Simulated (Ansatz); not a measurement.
# Changed inputs in constrained RPA: RbPdCl3 (cubic perovskite) (Pm-3m), part 2 of 2

Wanted: the sensitivity and cost of U and J for RbPdCl3 (cubic perovskite) (Pm-3m).

Ansatz 0.2.0; constrained RPA on LDA, plane waves, PAW.

So far. Step 3 (Changed: 2×2×2 mesh): On the Pd d shell, screening brings the on-site interaction from 17.7 eV down to U = 6.72 eV. Step 4 (Changed: smooth pair densities): On the Pd d shell, screening brings the on-site interaction from 17.6 eV down to U = 6.60 eV.

The structure was built from a prototype and need not be the compound's stable phase.

### Step 7. Changed: PBEsol

This step: constrained RPA on PBEsol, plane waves, PAW.

File input.yaml:

```yaml
crystal:
  lattice:
    - [0.0, -4.82303783, 0.0]
    - [0.0, 0.0, 4.82303783]
    - [-4.82303783, 0.0, 0.0]
  atoms:
    - { symbol: Rb, position: [0.0, 0.0, 0.0] }
    - { symbol: Pd, position: [0.5, 0.5, 0.5] }
    - { symbol: Cl, position: [0.5, 0.5, 0.0] }
    - { symbol: Cl, position: [0.5, 0.0, 0.5] }
    - { symbol: Cl, position: [0.0, 0.5, 0.5] }
kpoints:
  mp_grid: { grid: [6, 6, 6] }
hamiltonian:
  xc: pbesol
scf:
  occupations: { method: gaussian, width: 0.08 }
  n_extra_bands: 19
  max_iter: 150
  lower_state_search: "off"
output:
  crpa:
    kmesh: [4, 4, 4]
    target_bands: [v13, c1]
    projections: [{ species: Pd, l: d, shell: 4 }, { species: Cl, l: p, shell: 3 }]
```

On the command line:

```sh
> ansatz run input.yaml --threads 4 --pin off --max-ram 9216MiB --backend cpu --events-out ev --progress --plain --runs-dir out
```

Numbers of over 12 decimals in the logs are rounded to 6 here.

The log of the run:

```text
[...]
Crystal: 5 atoms, lattice volume = 112.192 Å³
Basis set: ecut = 420 eV, 2109 PW (Γ)
Bands: 43, of which v1, the nominal top of the filled ones, is band 24 counted from 1 (23 counted from 0)
Symmetry: 48 space group operations
[...]
k-points: 20 of 216
[...]
screened: U = 5.8721 eV, U' = 4.8556 eV, J = 0.4953 eV
      screened, to within: U = 6.6e-3 eV, U' = 6.6e-3 eV, J = 6.9e-4 eV
      bare: V = 13.6100 eV, V' = 12.1237 eV, J = 0.7243 eV
    Site 4, 3P, 3 of 3 p orbitals (Wannier functions 12, 13, 14; wannier90's mr 1, 2, 3):
      screened: U = 5.8721 eV, U' = 4.8556 eV, J = 0.4953 eV
      screened, to within: U = 6.6e-3 eV, U' = 6.6e-3 eV, J = 6.9e-4 eV
      bare: V = 13.6100 eV, V' = 12.1237 eV, J = 0.7243 eV
[...]
[key lines of the parts left out:]
SCF converged after 6 iterations
Free energy (F): -13311.597365 eV
Fermi energy:    6.459513 eV
```

Run time: 2.2 min. Hardware: 4 threads of AMD EPYC 9R45, shared host; peak memory 0.99 GiB.

This step gave:

```
U                                                 : 6.638 eV
U prime (inter-orbital)                           : 5.604 eV
J                                                 : 0.5123 eV
bare V                                            : 17.63 eV
bare J                                            : 0.6664 eV
stated bound on U                                 : 0.009969 eV
U over bare V                                     : 0.3766
electrons in the window                           : 26.00
head of the constrained inverse dielectric matrix : 0.3515
least eigenvalue of the projection's overlap      : 0.8417
target functions                                  : 14
bands in the sums                                 : 50
width of the target bands                         : 8.993 eV
weight of the projected orbitals in the window    : 0.9697
```

On the Pd d shell, screening brings the on-site interaction from 17.6 eV down to U = 6.64 eV.

### Step 8. Changed: volume +6 %

This step: constrained RPA on LDA, plane waves, PAW.

The cell differs from the one that the last finished run ended in (a 4.823 → 4.918 Å, b 4.823 → 4.918 Å, c 4.823 → 4.918 Å).

input.yaml: that of step 7 with these lines changed.

```diff
@@ -2,5 +2,5 @@
   lattice:
-    - [0.0, -4.82303783, 0.0]
-    - [0.0, 0.0, 4.82303783]
-    - [-4.82303783, 0.0, 0.0]
+    - [0.0, -4.9176312145, 0.0]
+    - [0.0, 0.0, 4.9176312145]
+    - [-4.9176312145, 0.0, 0.0]
   atoms:
@@ -14,3 +14,3 @@
 hamiltonian:
-  xc: pbesol
+  xc: lda
 scf:
@@ -25 +25,6 @@
     projections: [{ species: Pd, l: d, shell: 4 }, { species: Cl, l: p, shell: 3 }]
+  local_orbitals:
+    kmesh: [8, 8, 8]
+    orbitals: [{ species: Pd, l: d, shell: 4 }, { species: Cl, l: p, shell: 3 }]
+    window: { bands: [v13, c1] }
+    seedname: lo
```

The log of the run:

```text
[...]
Crystal: 5 atoms, lattice volume = 118.924 Å³
Basis set: ecut = 420 eV, 2325 PW (Γ)
Bands: 43, of which v1, the nominal top of the filled ones, is band 24 counted from 1 (23 counted from 0)
Symmetry: 48 space group operations
[...]
k-points: 20 of 216
[...]
screened: U = 5.8597 eV, U' = 4.8473 eV, J = 0.4919 eV
      screened, to within: U = 6.5e-3 eV, U' = 6.5e-3 eV, J = 6.8e-4 eV
      bare: V = 13.5700 eV, V' = 12.0915 eV, J = 0.7188 eV
    Site 4, 3P, 3 of 3 p orbitals (Wannier functions 12, 13, 14; wannier90's mr 1, 2, 3):
      screened: U = 5.8597 eV, U' = 4.8473 eV, J = 0.4919 eV
      screened, to within: U = 6.5e-3 eV, U' = 6.5e-3 eV, J = 6.8e-4 eV
      bare: V = 13.5700 eV, V' = 12.0915 eV, J = 0.7188 eV
[...]
[key lines of the parts left out:]
SCF converged after 7 iterations
Free energy (F): -13153.199358 eV
Fermi energy:    5.419607 eV
```

Wall time 2.2 min (4 threads); peak memory 1.1 GiB; 8.5 min of CPU time.

Numbers from this step:

```
U                                                 : 6.697 eV
U prime (inter-orbital)                           : 5.661 eV
J                                                 : 0.5137 eV
bare V                                            : 17.65 eV
bare J                                            : 0.6680 eV
stated bound on U                                 : 0.009942 eV
U over bare V                                     : 0.3794
electrons in the window                           : 26.00
head of the constrained inverse dielectric matrix : 0.3556
least eigenvalue of the projection's overlap      : 0.8473
target functions                                  : 14
bands in the sums                                 : 50
r.m.s. miss of the model bands                    : 4.96e-5 eV
width of the target bands                         : 8.341 eV
weight of the projected orbitals in the window    : 0.9720
```

On the Pd d shell, screening brings the on-site interaction from 17.7 eV down to U = 6.70 eV.

### Step 9. Side by side

Times are wall times on 4 threads of AMD EPYC 9R45, shared host, good to a factor of about two.

| run | bare V (eV) | U (eV) | J (eV) | bound on U (eV) | width (eV) | time |
| --- | --- | --- | --- | --- | --- | --- |
| target window | 17.60 | 6.568 | 0.511 | 0.0098 | 8.99 | 2.3 min |
| 2×2×2 mesh | 17.69 | 6.725 | 0.513 | 0.0093 | 8.99 | 13 s |
| smooth pair densities | 17.60 | 6.600 | 0.529 | 0.0028 | 8.99 | 2.1 min |
| PBEsol | 17.63 | 6.638 | 0.512 | 0.0100 | 8.99 | 2.2 min |
| volume +6 % | 17.65 | 6.697 | 0.514 | 0.0099 | 8.34 | 2.2 min |

### Step 10. Results

```yaml
target_window: U 6.57 eV, J 0.51 eV
2x2x2_mesh: U 6.72 eV, J 0.51 eV
smooth_pair_densities: U 6.60 eV, J 0.53 eV
pbesol: U 6.64 eV, J 0.51 eV
volume_plus_6: U 6.70 eV, J 0.51 eV
```

In words: 2×2×2 mesh moves U by +0.16 eV at 0.099 times the time. Smooth pair densities moves U by +0.03 eV. PBEsol moves U by +0.07 eV. Volume +6 % moves U by +0.13 eV. The printed bound covers the solver alone, not the mesh, and no denser mesh than the base was run. The parent state is non-magnetic and the interaction static (zero frequency); U depends on the window and the orbitals, so it belongs to this model alone. A window that holds the anion p bands defines a model with explicit ligands; its U belongs to that model and is not the U of DFT+U.

[Paths, hosts, dates, memory and timing lines, banners, echoed tables and standing remarks are left out of the program output.]

[Logs are printed without paths, hosts, clocks, repeated set-up lines and the standing remarks that a program may print on its own settings, such as how far it seeks lower states.]

[Runs of the session that timed out or met a known fault of the program may be left out.]

[Hosts, paths, dates, database ids (printed as entryN), source tags and the programs' standing remarks are cut or masked in the printed files.]
